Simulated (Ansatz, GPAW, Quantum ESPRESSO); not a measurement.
**KMgF3: valence-band photoemission**

Aim: the valence spectrum of KMgF3 from He I to hard X-rays, and which orbitals make each feature.

Program: Ansatz 0.2.0, Quantum ESPRESSO 7.5 and GPAW 26.7.0. Level of theory: DFT, LDA, plane-wave PAW, default files, scalar-relativistic, in the first sound run; inputs show where later runs differ. Results are calculated unless marked as measured.

Report form: the programs' logs are mostly left out.

## (1) The starting structure

The structure is cubic, space group Pm-3m (No. 221). The conventional cell has a = 3.986 Å, b = 3.986 Å, c = 3.986 Å, α = 90.00°, β = 90.00°, γ = 90.00°. Nearest to K lie 12 F at 2.82 Å. Nearest to Mg lie 6 F at 1.99 Å. F has 2 Mg at 1.99 Å and 4 K at 2.82 Å nearest. Farther neighbours and most contacts between anions are not listed.

Coordinates:

```cif
data_structure
_symmetry_space_group_name_H-M 'P 1'
_symmetry_Int_Tables_number 1
_cell_length_a 3.9859
_cell_length_b 3.9859
_cell_length_c 3.9859
_cell_angle_alpha 90.000
_cell_angle_beta 90.000
_cell_angle_gamma 90.000
_cell_volume 63.33
loop_
_atom_site_label
_atom_site_type_symbol
_atom_site_fract_x
_atom_site_fract_y
_atom_site_fract_z
_atom_site_occupancy
K1 K 0.50000 0.50000 0.50000 1
Mg2 Mg 0.00000 0.00000 0.00000 1
F3 F 0.00000 0.00000 0.50000 1
F4 F 0.00000 0.50000 0.00000 1
F5 F 0.50000 0.00000 0.00000 1
```

## (2) The base run

The base run gives the projected DOS, from which the spectra are built. The DOS is taken on a denser mesh than the density.

input.yaml

```yaml
crystal:
  lattice:
    - [3.9859, 0.0, 0.0]
    - [0.0, 3.9859, 0.0]
    - [0.0, 0.0, 3.9859]
  atoms:
    - { symbol: K, position: [0.5, 0.5, 0.5] }
    - { symbol: Mg, position: [0.0, 0.0, 0.0] }
    - { symbol: F, position: [0.0, 0.0, 0.5] }
    - { symbol: F, position: [0.0, 0.5, 0.0] }
    - { symbol: F, position: [0.5, 0.0, 0.0] }
kpoints:
  mp_grid: { grid: [6, 6, 6] }
  band_path:
    path:
      - [[0.0, 0.0, 0.0], [0.0, 0.5, 0.0], [0.5, 0.5, 0.0], [0.0, 0.0, 0.0], [0.5, 0.5, 0.5], [0.0, 0.5, 0.0]]
      - [[0.5, 0.5, 0.5], [0.5, 0.5, 0.0]]
    npoints: 15
scf:
  occupations: { method: fermi_dirac, width: 0.02 }
  n_extra_bands: 14
hamiltonian:
  xc: lda
  pseudopotentials: { kind: paw }
output:
  forces: true
  stress: true
  dos:
    projected: true
    de: 0.05
    e_range: [-30, 12]
    nscf_kmesh: { grid: [12, 12, 12] }
  fatbands: true
```

Run with:

```console
ansatz run input.yaml --threads 2 --pin off --max-ram 6144MiB --backend cpu --events-out ev --progress --plain --runs-dir out
```

The job ended after 7.6 s (2 threads of Arm Neoverse V1, shared host; peak memory 0.34 GiB; 15 s of CPU time).

This step gave:

```
free energy                                    : -5787.5882 eV
Fermi energy                                   : 5.939 eV
symmetry operations                            : 48
pressure                                       : -4.465 GPa
gap on the k-mesh                              : 6.983 eV
zero of energy                                 : valence-band maximum
share of occupied states in no projected shell : 0.0057 of the occupied states in the window
gap on the path                                : 6.983 eV
least direct gap on the path                   : 7.309 eV
valence top on path                            : 0 eV
```

The electronic bands at the labelled points (eV, zero at the valence-band maximum; v1 is the highest filled band, c1 the lowest empty one):

| point | v4 | v3 | v2 | v1 |
| --- | --- | --- | --- | --- |
| Γ | -0.64 | -0.33 | -0.33 | -0.33 |
| 0.47 of the way | -0.75 | -0.75 | -0.42 | -0.42 |
| X | -0.88 | -0.88 | -0.54 | -0.54 |
| 0.53 of the way | -0.99 | -0.80 | -0.69 | -0.25 |
| M | -1.08 | -0.91 | -0.91 | -0.02 |
| 0.53 of the way | -0.84 | -0.61 | -0.56 | -0.33 |
| Γ | -0.64 | -0.33 | -0.33 | -0.33 |
| 0.47 of the way | -1.20 | -0.37 | -0.37 | -0.36 |
| R | -1.13 | 0.00 | 0.00 | 0.00 |
| 0.53 of the way | -1.08 | -0.43 | -0.41 | -0.26 |
| X | -0.88 | -0.88 | -0.54 | -0.54 |
| jump to R | -1.13 | 0.00 | 0.00 | 0.00 |
| 0.47 of the way | -1.14 | -0.29 | -0.29 | -0.01 |
| M | -1.08 | -0.91 | -0.91 | -0.02 |

Of the projections kept (K p, Mg s, F p, not projected), the largest for each band there; the rest of the weight can lie on other orbitals:

| point | v4 | v3 | v2 | v1 |
| --- | --- | --- | --- | --- |
| Γ | F p 1.00 | F p 0.99 | F p 0.99 | F p 0.99 |
| X | F p 0.98 | F p 0.98 | F p 0.99 | F p 0.99 |
| M | F p 0.98 | F p 0.97 | F p 0.97 | F p 1.00 |
| Γ | F p 1.00 | F p 0.99 | F p 0.99 | F p 0.99 |
| R | F p 0.99 | F p 1.00 | F p 1.00 | F p 1.00 |
| X | F p 0.98 | F p 0.98 | F p 0.99 | F p 0.99 |

The DOS has structure finer than the step of the table below, so its rows give means over 1 eV, whole bins alone (the curve runs from -26.4 to 15.5 eV). Peaks (eV: height): total -25.1: 19.7, -19.1: 17.6, -8.9: 28.4, -0.4: 11.8; F 2p -1.8: 8.36, -1.6: 7.46, -1.1: 8.60, -0.4: 11.7; K 3p -8.9: 27.7; K 4p* 11.1: 1.67, 12.3: 3.19, 12.7: 3.48, 14.2: 1.85; Mg 3s -19.5: 0.622, 10.4: 1.08, 13.7: 1.46, 15.1: 0.379.

* holds the states left over by the projection beside any projected weight of its own, shared among the starred shells. The DOS by E, zero at the valence-band maximum; means over each step; 7 of 9 lines; values in states/eV/cell:

| E (eV) | total | F 2p | K 3p | K 4p* | Mg 3s | K 4s | Mg 3p* |
| --- | --- | --- | --- | --- | --- | --- | --- |
| -25 | 2.00 | 0.00358 | 0 | 0 | 0.00717 | 0.0133 | 9.5e-6 |
| -24 | 0 | 0 | 0 | 0 | 0 | 0 | 0 |
| -23 | 0 | 0 | 0 | 0 | 0 | 0 | 0 |
| -22 | 0 | 0 | 0 | 0 | 0 | 0 | 0 |
| -21 | 0 | 0 | 0 | 0 | 0 | 0 | 0 |
| -20 | 0.956 | 4.0e-4 | 0.00183 | 0 | 0.0928 | 0.0608 | 1.8e-4 |
| -19 | 5.04 | 0.00477 | 0.00674 | 0 | 0.0732 | 0.0432 | 0.00200 |
| -18 | 0 | 0 | 0 | 0 | 0 | 0 | 0 |
| -17 | 0 | 0 | 0 | 0 | 0 | 0 | 0 |
| -16 | 0 | 0 | 0 | 0 | 0 | 0 | 0 |
| -15 | 0 | 0 | 0 | 0 | 0 | 0 | 0 |
| -14 | 0 | 0 | 0 | 0 | 0 | 0 | 0 |
| -13 | 0 | 0 | 0 | 0 | 0 | 0 | 0 |
| -12 | 0 | 0 | 0 | 0 | 0 | 0 | 0 |
| -11 | 0 | 0 | 0 | 0 | 0 | 0 | 0 |
| -10 | 0 | 0 | 0 | 0 | 0 | 0 | 0 |
| -9 | 6.00 | 0.0953 | 5.87 | 0.00111 | 0.00822 | 0.00726 | 0.00112 |
| -8 | 0 | 0 | 0 | 0 | 0 | 0 | 0 |
| -7 | 0 | 0 | 0 | 0 | 0 | 0 | 0 |
| -6 | 0 | 0 | 0 | 0 | 0 | 0 | 0 |
| -5 | 0 | 0 | 0 | 0 | 0 | 0 | 0 |
| -4 | 0.239 | 0.206 | 0 | 4.5e-4 | 0.0309 | 6.5e-5 | 4.6e-4 |
| -3 | 1.71 | 1.56 | 0 | 0.0107 | 0.119 | 0.00360 | 0.00791 |
| -2 | 5.15 | 4.94 | 0 | 0.0798 | 0.0144 | 0.0668 | 0.0347 |
| -1 | 7.31 | 7.13 | 0 | 0.0825 | 0.00721 | 0.0344 | 0.0386 |
| 0 | 3.60 | 3.57 | 0 | 0.0185 | 1.7e-4 | 0.00225 | 0.00988 |
| 1 | 0 | 0 | 0 | 0 | 0 | 0 | 0 |
| 2 | 0 | 0 | 0 | 0 | 0 | 0 | 0 |
| 3 | 0 | 0 | 0 | 0 | 0 | 0 | 0 |
| 4 | 0 | 0 | 0 | 0 | 0 | 0 | 0 |
| 5 | 0 | 0 | 0 | 0 | 0 | 0 | 0 |
| 6 | 0 | 0 | 0 | 0 | 0 | 0 | 0 |
| 7 | 0.0365 | 8.5e-4 | 0 | 3.2e-4 | 0.00776 | 0.0192 | 1.6e-4 |
| 8 | 0.218 | 0.0125 | 0 | 0.00361 | 0.0472 | 0.113 | 0.00133 |
| 9 | 0.452 | 0.0357 | 0 | 0.0126 | 0.109 | 0.229 | 0.00691 |
| 10 | 1.69 | 0.0874 | 0 | 0.358 | 0.444 | 0.376 | 0.350 |
| 11 | 3.24 | 0.0710 | 0 | 1.23 | 0.294 | 0.394 | 1.23 |
| 12 | 3.23 | 0.0358 | 0 | 1.56 | 0.0129 | 0.0618 | 1.56 |
| 13 | 2.94 | 0.0406 | 0 | 1.36 | 0.0253 | 0.156 | 1.36 |
| 14 | 2.29 | 0.0432 | 0 | 0.765 | 0.404 | 0.302 | 0.764 |

Simulated valence spectra by photon energy, shown to 13 eV, since a deeper line would dwarf them at some energies; the 100 % can be that line's tail at the edge; this run's widths, added to any smearing of the DOS itself: Gaussian 0.6 eV, Lorentzian 0.05 eV plus 0.08 an eV of depth. Intensity against binding energy, zero at the valence-band maximum; values in % of the maximum within 13 eV:

| binding energy (eV) | 21.2 eV | 150 eV | 900 eV | 1486.7 eV | 9251.7 eV |
| --- | --- | --- | --- | --- | --- |
| -1.0 | 1.17 | 1.32 | 0.832 | 0.765 | 1.61 |
| -0.5 | 4.07 | 4.22 | 1.87 | 1.47 | 1.97 |
| 0.0 | 39.8 | 39.9 | 14.3 | 9.76 | 5.44 |
| 0.5 | 98.3 | 98.3 | 34.8 | 23.5 | 11.8 |
| 1.0 | 84.6 | 84.7 | 30.4 | 20.8 | 12.4 |
| 1.5 | 72.7 | 73.0 | 26.7 | 18.6 | 13.3 |
| 2.0 | 58.3 | 58.5 | 21.6 | 15.1 | 11.4 |
| 2.5 | 30.3 | 30.6 | 11.9 | 8.62 | 8.15 |
| 3.0 | 20.0 | 20.4 | 8.88 | 7.01 | 9.95 |
| 3.5 | 11.2 | 11.7 | 5.69 | 4.76 | 7.94 |
| 4.0 | 3.93 | 4.39 | 2.79 | 2.54 | 4.68 |
| 4.5 | 1.31 | 1.84 | 1.90 | 1.89 | 3.64 |
| 5.0 | 0.700 | 1.35 | 1.94 | 1.99 | 3.77 |
| 5.5 | 0.468 | 1.29 | 2.27 | 2.35 | 4.21 |
| 6.0 | 0.343 | 1.42 | 2.87 | 2.97 | 4.93 |
| 6.5 | 0.264 | 1.78 | 3.91 | 4.03 | 6.09 |
| 7.0 | 0.211 | 2.56 | 5.89 | 6.02 | 8.18 |
| 7.5 | 0.173 | 4.38 | 10.4 | 10.5 | 12.7 |
| 8.0 | - | 9.96 | 23.9 | 24.1 | 26.0 |
| 8.5 | - | 27.6 | 66.7 | 66.8 | 67.6 |
| 9.0 | - | 40.4 | 97.6 | 97.6 | 97.7 |
| 9.5 | - | 20.2 | 48.8 | 48.9 | 50.8 |
| 10.0 | - | 7.39 | 17.9 | 18.1 | 21.3 |
| 10.5 | - | 3.64 | 8.89 | 9.17 | 13.0 |
| 11.0 | - | 2.28 | 5.68 | 5.99 | 10.4 |
| 11.5 | - | 1.67 | 4.25 | 4.61 | 9.57 |
| 12.0 | - | 1.37 | 3.57 | 3.97 | 9.56 |
| 12.5 | - | 1.22 | 3.26 | 3.72 | 10.0 |

Maxima picked by a test of local sharpness, so broad peaks and shoulders can be missing; peaks within 0.45 eV of a curve's cut are left out. Valence peaks, by row:

| photon energy (eV) | binding energy (eV) | height (% of the maximum within 13 eV) | main shell | its share (%) |
| --- | --- | --- | --- | --- |
| 21.2 | 0.5705 | 100 | F 2p | 99.97 |
| 150 | 25.12 | 6.614 | K 3s | 88.7 |
| 150 | 19.22 | 33.55 | F 2s | 98.72 |
| 150 | 8.921 | 41.43 | K 3p | 96.85 |
| 150 | 0.5705 | 100 | F 2p | 99.67 |
| 900 | 25.17 | 32.7 | K 3s | 93.45 |
| 900 | 19.22 | 101.1 | F 2s | 98.41 |
| 900 | 8.921 | 100 | K 3p | 98.29 |
| 900 | 0.5705 | 35.44 | F 2p | 97.38 |
| 1487 | 25.17 | 50.28 | K 3s | 94.81 |
| 1487 | 19.22 | 124.3 | F 2s | 98.15 |
| 1487 | 8.921 | 100 | K 3p | 98.02 |
| 1487 | 0.5705 | 23.96 | F 2p | 95.41 |
| 9252 | 25.17 | 353 | K 3s | 97.61 |
| 9252 | 19.27 | 412.4 | F 2s | 96.62 |
| 9252 | 8.921 | 100 | K 3p | 93.18 |
| 9252 | 3.071 | 10.06 | Mg 3s | 35.96 |
| 9252 | 1.621 | 13.47 | F 2p | 45.7 |

The intensity has structure finer than the step of the table below, so its rows give means over 1 eV, whole bins alone (the curve runs from -26.4 to 1.45 eV). Peaks (eV: height): Mg L2,3 -19.5: 48.8, -3.1: 99.5; F K -0.5: 99.0.

Shapes are the site's partial DOS without matrix elements, which overweights lines from ligand s bands. Intensity against emission energy less the core level's binding energy, zero at the valence-band maximum; means over each step; values in % of the unpolarised maximum:

| emission energy less the core level's binding energy (eV) | Mg L2,3 | F K |
| --- | --- | --- |
| -25 | 2.54 | 0.0312 |
| -24 | 2.27 | 0.0280 |
| -23 | 2.79 | 0.0271 |
| -22 | 4.89 | 0.0292 |
| -21 | 11.9 | 0.0341 |
| -20 | 35.8 | 0.0455 |
| -19 | 35.1 | 0.0552 |
| -18 | 11.5 | 0.0488 |
| -17 | 4.68 | 0.0494 |
| -16 | 2.49 | 0.0549 |
| -15 | 1.55 | 0.0632 |
| -14 | 1.08 | 0.0746 |
| -13 | 0.823 | 0.0906 |
| -12 | 0.688 | 0.115 |
| -11 | 0.677 | 0.159 |
| -10 | 1.11 | 0.303 |
| -9 | 4.02 | 0.775 |
| -8 | 1.39 | 0.446 |
| -7 | 0.748 | 0.424 |
| -6 | 0.927 | 0.625 |
| -5 | 2.10 | 1.20 |
| -4 | 25.6 | 5.01 |
| -3 | 74.3 | 19.2 |
| -2 | 15.3 | 51.9 |
| -1 | 6.82 | 78.5 |
| 0 | 0.900 | 42.3 |

Sums over each group's atoms; left-over states aren't shared out by site. Site centres, by row:

| group | element | shell | occupied states | centre of occupied part (eV) | centre up to the window's top (eV) |
| --- | --- | --- | --- | --- | --- |
| K1 | K | 3s | 1.974 | -25.17 | -25.17 |
| K1 | K | 4s | 0.2317 | -11.22 | 8.29 |
| K1 | K | 3p | 5.877 | -8.934 | -8.934 |
| Mg2 | Mg | 3s | 0.3532 | -11.35 | 7.605 |
| F3 | F | 2s | 5.759 | -19.12 | -18.03 |
| F3 | F | 2p | 17.51 | -1.355 | -1.075 |

The broadened DOS, unweighted empty DOS has structure finer than the step of the table below, so its rows give means over 0.5 eV, whole bins alone (the curve runs from -0.946 to 14.9 eV). Peaks (eV: height): 10.85: 3.61, 12.45: 5.37, 14.05: 2.57.

Table of broadened DOS, unweighted empty DOS by E, zero at the valence-band maximum; means over each step:

| E (eV) | broadened DOS, unweighted empty DOS (states/eV/cell) |
| --- | --- |
| 6.0 | 6.3e-6 |
| 6.5 | 0.00171 |
| 7.0 | 0.0339 |
| 7.5 | 0.123 |
| 8.0 | 0.218 |
| 8.5 | 0.320 |
| 9.0 | 0.453 |
| 9.5 | 0.709 |
| 10.0 | 1.61 |
| 10.5 | 3.12 |
| 11.0 | 3.35 |
| 11.5 | 2.01 |
| 12.0 | 3.29 |
| 12.5 | 5.07 |
| 13.0 | 2.74 |
| 13.5 | 1.64 |
| 14.0 | 2.42 |
| 14.5 | 1.76 |

Recipe: projected DOS times atomic cross section and asymmetry factor (linear light, 0° from the polarisation), occupied states only, Fermi edge at 20 K, a Lorentzian width of 0.05 eV growing by 0.08 eV per eV of binding energy, and a resolution of 0.6 eV. Curves are cut 10 eV under the photon energy, above any shell that the free atom's threshold puts out of reach, or at the lower edge of the window: 7.9 eV at 21.2 eV, 26.5 eV at 150 eV, 26.5 eV at 900 eV, 26.5 eV at 1486.7 eV and 26.5 eV at 9251.7 eV. A star in tables and legends marks shells that hold the states left over by the projection (0.6 % of the filled ones), a stand-in for orbitals that the files don't project on. Matrix elements of the solid and inelastic losses aren't modelled, nor non-dipole terms, which matter above 3 keV.

Share of each shell in the spectrum's area (%), by photon energy:

| shell | 21.2 eV | 150 eV | 900 eV | 1486.7 eV | 9251.7 eV |
| --- | --- | --- | --- | --- | --- |
| K 3s | 0.0 | 4.0 | 13.8 | 18.9 | 41.8 |
| K 3p | 0.0 | 16.2 | 26.3 | 23.0 | 6.7 |
| F 2s | 0.0 | 23.3 | 46.5 | 50.0 | 49.9 |
| F 2p | 99.8 | 56.3 | 12.9 | 7.5 | 0.9 |

At this lattice the functional leaves a pressure of -4.5 GPa, which narrows the bands against the functional's own equilibrium.

## (3) Another volume

A changed volume shows how band widths and levels follow the bond length.

The cell differs from the one that the last finished run ended in (a 3.986 → 4.089 Å, b 3.986 → 4.089 Å, c 3.986 → 4.089 Å).

Edit input.yaml of step 2 so:

```diff
@@ -2,5 +2,5 @@
   lattice:
-    - [3.9859, 0.0, 0.0]
-    - [0.0, 3.9859, 0.0]
-    - [0.0, 0.0, 3.9859]
+    - [4.0894758755, 0.0, 0.0]
+    - [0.0, 4.0894758755, 0.0]
+    - [0.0, 0.0, 4.0894758755]
   atoms:
@@ -31,3 +31,3 @@
     e_range: [-30, 12]
-    nscf_kmesh: { grid: [12, 12, 12] }
+    nscf_kmesh: { grid: [10, 10, 10] }
   fatbands: true
```

Run time: 7 s. Hardware: 2 threads; peak memory 0.35 GiB; 14 s of CPU time.

Numbers from this step:

| Property | Result |
| --- | --- |
| free energy | -5787.3755 eV |
| Fermi energy | 4.965 eV |
| pressure | -8.638 GPa |
| gap on the k-mesh | 6.431 eV |
| gap on the path | 6.431 eV |
| least direct gap on the path | 6.754 eV |

Electronic bands along the path, in eV, zero at the valence-band maximum; v1 is the highest filled band, c1 the lowest empty one:

| point | v4 | v3 | v2 | v1 |
| --- | --- | --- | --- | --- |
| Γ | -0.57 | -0.32 | -0.32 | -0.32 |
| 0.47 of the way | -0.66 | -0.66 | -0.41 | -0.41 |
| X | -0.80 | -0.79 | -0.50 | -0.50 |
| 0.47 of the way | -0.86 | -0.67 | -0.60 | -0.28 |
| M | -0.95 | -0.85 | -0.85 | -0.02 |
| 0.47 of the way | -0.78 | -0.58 | -0.58 | -0.28 |
| Γ | -0.57 | -0.32 | -0.32 | -0.32 |
| 0.47 of the way | -1.08 | -0.34 | -0.34 | -0.32 |
| R | -1.07 | 0.00 | 0.00 | 0.00 |
| 0.47 of the way | -1.07 | -0.32 | -0.32 | -0.17 |
| X | -0.80 | -0.79 | -0.50 | -0.50 |
| jump to R | -1.07 | 0.00 | 0.00 | 0.00 |
| 0.47 of the way | -1.07 | -0.26 | -0.26 | -0.01 |
| M | -0.95 | -0.85 | -0.85 | -0.02 |

Of the projections kept (K s, K p, Mg s, F p, not projected), the largest for each band there; the rest of the weight can lie on other orbitals:

(Unchanged from step 2.)

This run's widths, added to any smearing of the DOS itself: Gaussian 0.2 eV, Lorentzian 0.1 eV plus 0.08 an eV of depth. The intensity by binding energy, zero at the valence-band maximum; values in % of the maximum within 13 eV:

| binding energy (eV) | 21.2 eV | 40.8 eV | 100 eV | 1486.7 eV | 5414.7 eV |
| --- | --- | --- | --- | --- | --- |
| -1 | 1.27 | 1.29 | 1.34 | 0.868 | 0.760 |
| 0 | 27.4 | 27.4 | 27.5 | 11.4 | 5.73 |
| 1 | 66.3 | 66.4 | 66.4 | 27.4 | 13.9 |
| 2 | 40.0 | 40.1 | 40.1 | 16.9 | 8.96 |
| 3 | 14.3 | 14.4 | 14.5 | 7.45 | 5.45 |
| 4 | 1.66 | 1.71 | 1.85 | 1.74 | 1.71 |
| 5 | 0.537 | 0.610 | 0.812 | 1.64 | 1.82 |
| 6 | 0.291 | 0.414 | 0.740 | 2.38 | 2.64 |
| 7 | 0.186 | 0.439 | 1.10 | 4.58 | 4.89 |
| 8 | 0.130 | 0.972 | 3.14 | 14.6 | 14.9 |
| 9 | - | 5.82 | 20.4 | 97.1 | 97.1 |
| 10 | - | 1.14 | 3.88 | 18.4 | 18.9 |
| 11 | - | 0.362 | 1.17 | 5.57 | 6.25 |
| 12 | - | 0.208 | 0.659 | 3.26 | 4.13 |
| 13 | - | 0.160 | 0.524 | 2.74 | 3.87 |
| 14 | - | 0.150 | 0.530 | 2.94 | 4.45 |
| 15 | - | 0.171 | 0.653 | 3.79 | 5.96 |
| 16 | - | 0.237 | 0.973 | 5.80 | 9.24 |
| 17 | - | 0.424 | 1.82 | 11.0 | 17.5 |
| 18 | - | 1.08 | 4.74 | 28.6 | 45.0 |
| 19 | - | 2.82 | 12.5 | 75.2 | 118 |
| 20 | - | 1.44 | 6.38 | 38.8 | 61.5 |
| 21 | - | 0.504 | 2.29 | 14.5 | 24.5 |
| 22 | - | 0.243 | 1.22 | 8.68 | 16.7 |
| 23 | - | 0.144 | 0.953 | 8.38 | 19.0 |
| 24 | - | 0.0963 | 1.20 | 13.4 | 34.4 |
| 25 | - | - | 2.17 | 27.4 | 74.2 |
| 26 | - | - | 1.73 | 21.9 | 59.3 |

Spectra as before, but with a recipe of its own (widths, and in some runs the light), which changes peak heights and what is resolved: Gaussian 0.2 eV, Lorentzian 0.1 eV plus 0.08 times the binding energy, unpolarised light, analyser at 45°, Fermi edge at 20 K; some photon energies differ too.

Side by side:

| quantity | this run | base run | difference |
| --- | --- | --- | --- |
| gap on the path (eV) | 6.4307 | 6.9831 | -0.552 |
| least direct gap on the path (eV) | 6.7543 | 7.3088 | -0.554 |
| gap on the k-mesh (eV) | 6.4307 | 6.9831 | -0.552 |

The two runs differ clearly in the gap on the k-mesh: 6.43 eV against 6.98 eV.

At this level the gap is 6.43 eV on the path.

## (4) Quantum ESPRESSO: self-consistent run

This step: DFT, LDA, plane waves, ultrasoft GBRV pseudopotentials, scalar-relativistic (Quantum ESPRESSO 7.5).

The main run's cell is run in Quantum ESPRESSO, with other potentials, to see which digits hang on the program.

scf.in

```
&control
  calculation = 'scf'
  prefix = 'pes'
  outdir = './tmp'
  pseudo_dir = './pp'
  tprnfor = .true.
  tstress = .true.
/
&system
  ibrav = 0
  nat = 5
  ntyp = 3
  ecutwfc = 40.0
  ecutrho = 200.0
  occupations = 'smearing'
  nbnd = 34
  smearing = 'fd'
  degauss = 0.00147
/
&electrons
  conv_thr = 5e-09
  mixing_beta = 0.5
  electron_maxstep = 120
/
ATOMIC_SPECIES
K 39.0983 k_lda_v1.4.uspp.F.UPF
Mg 24.3050 mg_lda_v1.4.uspp.F.UPF
F 18.9984 f_lda_v1.4.uspp.F.UPF
CELL_PARAMETERS angstrom
 3.985900000 0.000000000 0.000000000
 0.000000000 3.985900000 0.000000000
 0.000000000 0.000000000 3.985900000
ATOMIC_POSITIONS crystal
K 0.500000000 0.500000000 0.500000000
Mg 0.000000000 0.000000000 0.000000000
F 0.000000000 0.000000000 0.500000000
F 0.000000000 0.500000000 0.000000000
F 0.500000000 0.000000000 0.000000000
K_POINTS automatic
6 6 6 0 0 0
```

Run with:

```console
OMP_NUM_THREADS=1 mpirun -n 2 pw.x -nk 2 -in scf.in > scf.out
```

It took 9.7 s on 2 MPI ranks; 19 s of CPU time.

This step gave:

```
free energy       : -4468.8422 eV
Fermi energy      : 8.608 eV
pressure          : -5.388 GPa
gap on the k-mesh : 6.959 eV
```

At this level the gap is 6.96 eV on the k-mesh of the self-consistent run, which can miss the band edges.

## (5) Quantum ESPRESSO: denser mesh

The levels for the density of states are solved on the fixed potential, without another SCF cycle.

nscf.in, as its differences from scf.in of step 4:

```diff
@@ -1,3 +1,3 @@
 &control
-  calculation = 'scf'
+  calculation = 'nscf'
   prefix = 'pes'
@@ -5,4 +5,3 @@
   pseudo_dir = './pp'
-  tprnfor = .true.
-  tstress = .true.
+  verbosity = 'high'
 /
@@ -23,2 +22,3 @@
   electron_maxstep = 120
+  diago_full_acc = .true.
 /
@@ -39,2 +39,2 @@
 K_POINTS automatic
-6 6 6 0 0 0
+10 10 10 0 0 0
```

Run with:

```console
OMP_NUM_THREADS=1 mpirun -n 2 pw.x -nk 2 -in nscf.in > nscf.out
```

The job ended after 28 s (2 MPI ranks).

(Continued in part 2 of 2.)

[Logs are printed without paths, hosts, clocks, repeated set-up lines and the standing remarks that a program may print on its own settings, such as how far it seeks lower states.]

[Hosts, paths, dates, database ids (printed as entryN), source tags and the programs' standing remarks are cut or masked in the printed files.]

[Maps of the electrostatic potential energy from Ansatz leave out the sawtooth potential of an applied field or a dipole correction, so their vacuum need not be flat; work functions include it.]

[Peak lists hold at most the 14 tallest peaks of each spectrum; further lines can be left out.]
